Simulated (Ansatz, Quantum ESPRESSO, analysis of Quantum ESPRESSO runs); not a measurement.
# Reproducing a measured migration barrier: interstitial H in fcc Al, hop from a tetrahedral to the next octahedral site (Quantum ESPRESSO), part 2 of 3

How near does this set-up come to the measured migration barrier? Subject: interstitial H in fcc Al, hop from a tetrahedral to the next octahedral site. Set-up: PBE, GBRV 1.5 PBE, 32-site cell, PBE lattice, k: the zone centre alone, start relaxed with Ansatz. The model is a cell of 32 host atoms with 1 H put in. The barrier is the energy of the highest image of a climbing band over the relaxed site that the atom leaves.

Quantum ESPRESSO 7.5; PBE, GBRV 1.5 PBE, 32-site cell, PBE lattice, k: the zone centre alone, start relaxed with Ansatz.

So far: The starting structure; Relaxation, charge 0.

## Step 3: Relaxation, charge 0

Level of this step: Quantum ESPRESSO plane-wave DFT, PBE, GBRV 1.5 PBE potentials; relaxation of all atoms of a defect supercell (Quantum ESPRESSO).

The other end of the jump is relaxed alike.

Input file pw.in:

```
&CONTROL
  calculation = 'relax'
  prefix = 'pwscf'
  outdir = './tmp'
  pseudo_dir = './pseudo'
  tprnfor = .true.
  disk_io = 'low'
  nstep = 70
  forc_conv_thr = 0.00078
  etot_conv_thr = 0.0001
/
&SYSTEM
  ibrav = 0
  nat = 33
  ntyp = 2
  ecutwfc = 45
  ecutrho = 360
  nbnd = 63
  occupations = 'smearing'
  smearing = 'mv'
  degauss = 0.00734986
/
&ELECTRONS
  conv_thr = 3d-08
  electron_maxstep = 100
  mixing_beta = 0.5
/
&IONS
  ion_dynamics = 'bfgs'
/
ATOMIC_SPECIES
Al    26.9815 al_pbe_v1.uspp.F.UPF
H      1.0080 h_pbe_v1.4.uspp.F.UPF
CELL_PARAMETERS angstrom
   8.0809509360    0.0000000000    0.0000000000
   0.0000000000    8.0809509360    0.0000000000
   0.0000000000    0.0000000000    8.0809509360
ATOMIC_POSITIONS crystal
Al     0.0026683907    0.0026683907    0.0026683907
Al    -0.0004418425    0.2500000000    0.2500000000
[... 5 atom lines left out ...]
Al     0.2500000000    0.2500000000    0.5004418425
[... 2 atom lines left out ...]
Al     0.2500000000    0.5004418425    0.2500000000
[... 1 atom line left out ...]
Al     0.0026683907    0.4973316093    0.4973316093
[... 4 atom lines left out ...]
Al     0.5004418425    0.2500000000    0.2500000000
[... 2 atom lines left out ...]
Al     0.4973316093    0.0026683907    0.4973316093
Al     0.4992501311    0.2500000000    0.7500000000
[... 1 atom line left out ...]
Al     0.7500000000    0.2500000000    0.4992501311
Al     0.4973316093    0.4973316093    0.0026683907
Al     0.4992501311    0.7500000000    0.2500000000
Al     0.7500000000    0.4992501311    0.2500000000
[... 1 atom line left out ...]
Al     0.4973316093    0.4973316093    0.4973316093
[... 3 atom lines left out ...]
H      0.2500000000    0.2500000000    0.2500000000
K_POINTS gamma
```

The run is started by

```console
$ OMP_NUM_THREADS=1 mpirun -n 4 pw.x -in pw.in > pw.out
```

Log:

```text
[banner, memory and clock lines left out]
          URL

     gamma-point specific algorithms are used
     Message from routine setup:
     using ibrav=0 with symmetry is DISCOURAGED, use correct ibrav instead

     bravais-lattice index     =            0
     lattice parameter (alat)  =      15.2708  a.u.
     unit-cell volume          =    3561.0987 (a.u.)^3
     number of atoms/cell      =           33
     number of atomic types    =            2
     number of electrons       =        97.00
     number of Kohn-Sham states=           63
     kinetic-energy cutoff     =      45.0000  Ry
     charge density cutoff     =     360.0000  Ry
     scf convergence threshold =      3.0E-08
     mixing beta               =       0.5000
     number of iterations used =            8  plain     mixing
     energy convergence thresh.=      1.0E-04
     force convergence thresh. =      7.8E-04
     Exchange-correlation=  SLA  PW   PBX  PBC
                           (   1   4   3   4   0   0   0)
     nstep                     =           70

     celldm(1)=  15.270784  celldm(2)=   0.000000  celldm(3)=   0.000000
     celldm(4)=   0.000000  celldm(5)=   0.000000  celldm(6)=   0.000000

     crystal axes: (cart. coord. in units of alat)
               a(1) = (   1.000000   0.000000   0.000000 )
               a(2) = (   0.000000   1.000000   0.000000 )
               a(3) = (   0.000000   0.000000   1.000000 )

     reciprocal axes: (cart. coord. in units 2 pi/alat)
               b(1) = (  1.000000  0.000000  0.000000 )
               b(2) = (  0.000000  1.000000  0.000000 )
               b(3) = (  0.000000  0.000000  1.000000 )

     PseudoPot. # 1 for Al read from file:
     al_pbe_v1.uspp.F.UPF
     Pseudo is Ultrasoft + core correction, Zval =  3.0
     Generated by new atomic code, or converted to UPF format
     Using radial grid of  893 points,  3 beta functions with:
                l(1) =   0
                l(2) =   1
                l(3) =   2
     Q(r) pseudized with  8 coefficients,  rinner =    0.900   0.900   0.900
                                                       0.900   0.900

     PseudoPot. # 2 for H  read from file:
     h_pbe_v1.4.uspp.F.UPF
     Pseudo is Ultrasoft, Zval =  1.0
     Generated by new atomic code, or converted to UPF format
     Using radial grid of  615 points,  2 beta functions with:
                l(1) =   0
                l(2) =   0
     Q(r) pseudized with  8 coefficients,  rinner =    0.700

     atomic species   valence    mass     pseudopotential
     Al                3.00    26.98150     Al( 1.00)
     H                 1.00     1.00800     H ( 1.00)

     48 Sym. Ops., with inversion, found (42 have fractional translation)

   Cartesian axes

     site n.     atom                  positions (alat units)
         1        Al     tau(   1) = (   0.0026684   0.0026684   0.0026684  )
         2        Al     tau(   2) = (  -0.0004418   0.2500000   0.2500000  )
         3        Al     tau(   3) = (   0.2500000  -0.0004418   0.2500000  )
         4        Al     tau(   4) = (   0.2500000   0.2500000  -0.0004418  )
         5        Al     tau(   5) = (   0.0026684   0.0026684   0.4973316  )
         6        Al     tau(   6) = (   0.0007499   0.2500000   0.7500000  )
         7        Al     tau(   7) = (   0.2500000   0.0007499   0.7500000  )
         8        Al     tau(   8) = (   0.2500000   0.2500000   0.5004418  )
         9        Al     tau(   9) = (   0.0026684   0.4973316   0.0026684  )
        10        Al     tau(  10) = (   0.0007499   0.7500000   0.2500000  )
        11        Al     tau(  11) = (   0.2500000   0.5004418   0.2500000  )
        12        Al     tau(  12) = (   0.2500000   0.7500000   0.0007499  )
        13        Al     tau(  13) = (   0.0026684   0.4973316   0.4973316  )
        14        Al     tau(  14) = (   0.0028577   0.7500000   0.7500000  )
        15        Al     tau(  15) = (   0.2500000   0.4992501   0.7500000  )
        16        Al     tau(  16) = (   0.2500000   0.7500000   0.4992501  )
[...]
25        Al     tau(  25) = (   0.4973316   0.4973316   0.0026684  )
        26        Al     tau(  26) = (   0.4992501   0.7500000   0.2500000  )
        27        Al     tau(  27) = (   0.7500000   0.4992501   0.2500000  )
        28        Al     tau(  28) = (   0.7500000   0.7500000   0.0028577  )
        29        Al     tau(  29) = (   0.4973316   0.4973316   0.4973316  )
        30        Al     tau(  30) = (   0.4971423   0.7500000   0.7500000  )
        31        Al     tau(  31) = (   0.7500000   0.4971423   0.7500000  )
        32        Al     tau(  32) = (   0.7500000   0.7500000   0.4971423  )
        33        H      tau(  33) = (   0.2500000   0.2500000   0.2500000  )

     number of k points=     1  Marzari-Vanderbilt smearing, width (Ry)=  0.0073
                       cart. coord. in units 2pi/alat
        k(    1) = (   0.0000000   0.0000000   0.0000000), wk =   2.0000000

     Dense  grid:   205431 G-vectors     FFT dimensions: (  96,  96,  96)

     Smooth grid:    72583 G-vectors     FFT dimensions: (  72,  72,  72)

     Initial potential from superposition of free atoms

     starting charge      96.9211, renormalised to      97.0000
     Starting wfcs are  129 randomized atomic wfcs

     Self-consistent Calculation

     iteration #  1     ecut=    45.00 Ry     beta= 0.50
     Davidson diagonalization with overlap
     ethr =  1.00E-02,  avg # of iterations =  3.0

     Threshold (ethr) on eigenvalues was too large:
     Diagonalizing with lowered threshold

     Davidson diagonalization with overlap
     ethr =  4.34E-04,  avg # of iterations =  1.0

     total energy              =    -214.47107030 Ry
     estimated scf accuracy    <       0.44106471 Ry

     iteration #  2     ecut=    45.00 Ry     beta= 0.50
     Davidson diagonalization with overlap
     ethr =  4.55E-04,  avg # of iterations =  3.0

     total energy              =    -214.33467753 Ry
     estimated scf accuracy    <       1.66110662 Ry

     iteration #  3     ecut=    45.00 Ry     beta= 0.50
     Davidson diagonalization with overlap
     ethr =  4.55E-04,  avg # of iterations =  3.0

     total energy              =    -214.53010264 Ry
     estimated scf accuracy    <       0.14076502 Ry

     iteration #  4     ecut=    45.00 Ry     beta= 0.50
     Davidson diagonalization with overlap
     ethr =  1.45E-04,  avg # of iterations =  1.0

     total energy              =    -214.53601042 Ry
     estimated scf accuracy    <       0.01525630 Ry

     iteration #  5     ecut=    45.00 Ry     beta= 0.50
     Davidson diagonalization with overlap
     ethr =  1.57E-05,  avg # of iterations =  3.0

     total energy              =    -214.53714435 Ry
     estimated scf accuracy    <       0.01098792 Ry

     iteration #  6     ecut=    45.00 Ry     beta= 0.50
     Davidson diagonalization with overlap
     ethr =  1.13E-05,  avg # of iterations =  2.0

     total energy              =    -214.53855006 Ry
     estimated scf accuracy    <       0.00033713 Ry

     iteration #  7     ecut=    45.00 Ry     beta= 0.50
     Davidson diagonalization with overlap
     ethr =  3.48E-07,  avg # of iterations =  5.0

     total energy              =    -214.53855126 Ry
     estimated scf accuracy    <       0.00181517 Ry

     iteration #  8     ecut=    45.00 Ry     beta= 0.50
     Davidson diagonalization with overlap
     ethr =  3.48E-07,  avg # of iterations =  3.0

     total energy              =    -214.53864510 Ry
     estimated scf accuracy    <       0.00017087 Ry

     iteration #  9     ecut=    45.00 Ry     beta= 0.50
     Davidson diagonalization with overlap
     ethr =  1.76E-07,  avg # of iterations =  3.0

     total energy              =    -214.53867210 Ry
     estimated scf accuracy    <       0.00003076 Ry

     iteration # 10     ecut=    45.00 Ry     beta= 0.50
     Davidson diagonalization with overlap
     ethr =  3.17E-08,  avg # of iterations =  4.0

     total energy              =    -214.53867289 Ry
     estimated scf accuracy    <       0.00006132 Ry

     iteration # 11     ecut=    45.00 Ry     beta= 0.50
     Davidson diagonalization with overlap
     ethr =  3.17E-08,  avg # of iterations =  2.0

     total energy              =    -214.53867282 Ry
     estimated scf accuracy    <       0.00001791 Ry

     iteration # 12     ecut=    45.00 Ry     beta= 0.50
     Davidson diagonalization with overlap
     ethr =  1.85E-08,  avg # of iterations =  2.0

     total energy              =    -214.53867321 Ry
     estimated scf accuracy    <       0.00000326 Ry

     iteration # 13     ecut=    45.00 Ry     beta= 0.50
     Davidson diagonalization with overlap
     ethr =  3.36E-09,  avg # of iterations =  4.0

     total energy              =    -214.53867389 Ry
     estimated scf accuracy    <       0.00000091 Ry

     iteration # 14     ecut=    45.00 Ry     beta= 0.50
     Davidson diagonalization with overlap
     ethr =  9.39E-10,  avg # of iterations =  2.0

     total energy              =    -214.53867392 Ry
     estimated scf accuracy    <       0.00000024 Ry

     iteration # 15     ecut=    45.00 Ry     beta= 0.50
     Davidson diagonalization with overlap
     ethr =  2.45E-10,  avg # of iterations =  3.0

     End of self-consistent calculation

          k = 0.0000 0.0000 0.0000 (  9019 PWs)   bands (ev):

    -3.4159  -1.7967  -0.9940  -0.9940  -0.9915  -0.9915  -0.9915   0.4055
     1.2147   1.2147   1.2147   1.2221   1.2221   1.2327   1.2327   1.2327
     1.2400   1.2400   1.2400   2.9084   3.3157   3.3157   3.3157   3.5255
     3.5255   3.5255   3.5623   4.9603   4.9603   4.9603   5.6071   6.3404
     6.3404   7.0141   7.0141   7.0141   7.0704   7.0704   7.0704   7.0720
     7.0720   7.0720   7.0941   7.0941   7.0941   7.1773   8.1148   8.1149
     8.1259   8.1259   8.1259   8.9492   8.9492   8.9492   8.9843   8.9843
     8.9938   9.1336   9.1336   9.1337   9.1580   9.1581   9.1586

     the Fermi energy is     8.1354 ev

!    total energy              =    -214.53867394 Ry
     estimated scf accuracy    <       0.00000002 Ry
     smearing contrib. (-TS)   =      -0.01198075 Ry
     internal energy E=F+TS    =    -214.52669319 Ry

     The total energy is F=E-TS. E is the sum of the following terms:
     one-electron contribution =      96.55443069 Ry
     hartree contribution      =       0.86342590 Ry
     xc contribution           =    -138.05979335 Ry
     ewald contribution        =    -173.88475642 Ry

     convergence has been achieved in  15 iterations

     Forces acting on atoms (cartesian axes, Ry/au):

     atom    1 type  1   force =     0.00005286    0.00005286    0.00005286
     atom    2 type  1   force =     0.00036510    0.00000000   -0.00000000
     atom    3 type  1   force =     0.00000000    0.00036510   -0.00000000
     atom    4 type  1   force =     0.00000000    0.00000000    0.00036510
     atom    5 type  1   force =     0.00005286    0.00005286   -0.00005286
     atom    6 type  1   force =     0.00010766    0.00000000   -0.00000000
     atom    7 type  1   force =     0.00000000    0.00010766   -0.00000000
     atom    8 type  1   force =     0.00000000    0.00000000   -0.00036510
     atom    9 type  1   force =     0.00005286   -0.00005286    0.00005286
     atom   10 type  1   force =     0.00010766    0.00000000   -0.00000000
     atom   11 type  1   force =     0.00000000   -0.00036510   -0.00000000
     atom   12 type  1   force =     0.00000000    0.00000000    0.00010766
     atom   13 type  1   force =     0.00005286   -0.00005286   -0.00005286
     atom   14 type  1   force =     0.00014750    0.00000000   -0.00000000
     atom   15 type  1   force =     0.00000000   -0.00010766    0.00000000
     atom   16 type  1   force =     0.00000000    0.00000000   -0.00010766
[...]
atom   26 type  1   force =    -0.00010766    0.00000000    0.00000000
     atom   27 type  1   force =     0.00000000   -0.00010766   -0.00000000
     atom   28 type  1   force =     0.00000000    0.00000000    0.00014750
     atom   29 type  1   force =    -0.00005286   -0.00005286   -0.00005286
     atom   30 type  1   force =    -0.00014750    0.00000000    0.00000000
     atom   31 type  1   force =     0.00000000   -0.00014750   -0.00000000
     atom   32 type  1   force =     0.00000000    0.00000000   -0.00014750
     atom   33 type  2   force =     0.00000000    0.00000000    0.00000000

     Total force =     0.001066     Total SCF correction =     0.000186
     SCF correction compared to forces is large: reduce conv_thr to get better values

     BFGS Geometry Optimization
     Energy error            =      1.1E-06 Ry
     Gradient error          =      3.7E-04 Ry/Bohr

     bfgs converged in   1 scf cycles and   0 bfgs steps
     (criteria: energy <  1.0E-04 Ry, force <  7.8E-04 Ry/Bohr)

     End of BFGS Geometry Optimization

     Final energy             =    -214.5386739385 Ry
Begin final coordinates

ATOMIC_POSITIONS (crystal)
Al               0.0026683907        0.0026683907        0.0026683907
Al              -0.0004418425        0.2500000000        0.2500000000
Al               0.2500000000       -0.0004418425        0.2500000000
Al               0.2500000000        0.2500000000       -0.0004418425
Al               0.0026683907        0.0026683907        0.4973316093
Al               0.0007498689        0.2500000000        0.7500000000
Al               0.2500000000        0.0007498689        0.7500000000
Al               0.2500000000        0.2500000000        0.5004418425
Al               0.0026683907        0.4973316093        0.0026683907
Al               0.0007498689        0.7500000000        0.2500000000
Al               0.2500000000        0.5004418425        0.2500000000
Al               0.2500000000        0.7500000000        0.0007498689
Al               0.0026683907        0.4973316093        0.4973316093
Al               0.0028577341        0.7500000000        0.7500000000
Al               0.2500000000        0.4992501311        0.7500000000
Al               0.2500000000        0.7500000000        0.4992501311
[...]
Al               0.4992501311        0.7500000000        0.2500000000
Al               0.7500000000        0.4992501311        0.2500000000
Al               0.7500000000        0.7500000000        0.0028577341
Al               0.4973316093        0.4973316093        0.4973316093
Al               0.4971422659        0.7500000000        0.7500000000
Al               0.7500000000        0.4971422659        0.7500000000
Al               0.7500000000        0.7500000000        0.4971422659
H                0.2500000000        0.2500000000        0.2500000000
End final coordinates
```

Run time: 17 s. Hardware: 4 MPI ranks of Arm Neoverse N1, shared host; peak memory 0.59 GiB; 69 s of CPU time.

The run converged, but on settings that a careful run would not use, so its numbers are not the defect's.

(Part 2 of 3 ends here.)

[Logs are printed without paths, hosts, clocks, repeated set-up lines and the standing remarks that a program may print on its own settings, such as how far it seeks lower states.]

[Hosts, paths, dates, database ids (printed as entryN), source tags and the programs' standing remarks are cut or masked in the printed files.]

[For some hosts the program warned that the k-mesh of the response run may be too coarse for force constants and the static dielectric constant; such warnings are not shown here.]
